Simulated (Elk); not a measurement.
Planning a run of Elk 11.2.3 (patched build) on SiC (F-43m). The input:

```
tasks
  185
  186
  187

xctype
  20

rgkmax
  8.5

gmaxvr
  18.0

lmaxapw
  10

lmaxo
  8

nxlo
  2

lorbcnd
  .true.

autolinengy
  .true.

tshift
  .false.

ngridk
  6 6 6

vkloff
  0.05 0.15 0.25

nempty
  10

swidth
  0.00551

scissor
  0.02965

gmaxrf
  2.5

wplot
  287 100 0
  0.0 0.5274

optcomp
  1 1
  2 2
  3 3

nvbse
  3

ncbse
  3

sppath
  './'

avec
  -0.0000000000 4.1177132256 4.1177132256
  4.1177132256 -0.0000000000 4.1177132256
  4.1177132256 4.1177132256 -0.0000000000

atoms
  2
  'Si.in'
  1
  0.0000000000 0.0000000000 0.0000000000
  'C.in'
  1
  0.2500000000 0.2500000000 0.2500000000
```

```sh
OMP_NUM_THREADS=4 elk > log
```

How long will it take on 4 threads of Arm Neoverse V1, shared host, and how much memory?

It took 4.9 min; on shared hardware allow 2.5 min to 9.9 min. Peak host memory was 0.26 GiB.

The kernel grows as the square of the matrix size, and full diagonalisation as its cube.

[Paths, hosts, dates, memory and timing lines, banners, echoed tables and standing remarks are left out of the program output.]

[Logs are printed without paths, hosts, clocks, repeated set-up lines and the standing remarks that a program may print on its own settings, such as how far it seeks lower states.]

[Runs of the session that timed out or met a known fault of the program may be left out.]

[Hosts, paths, dates, database ids (printed as entryN), source tags and the programs' standing remarks are cut or masked in the printed files.]
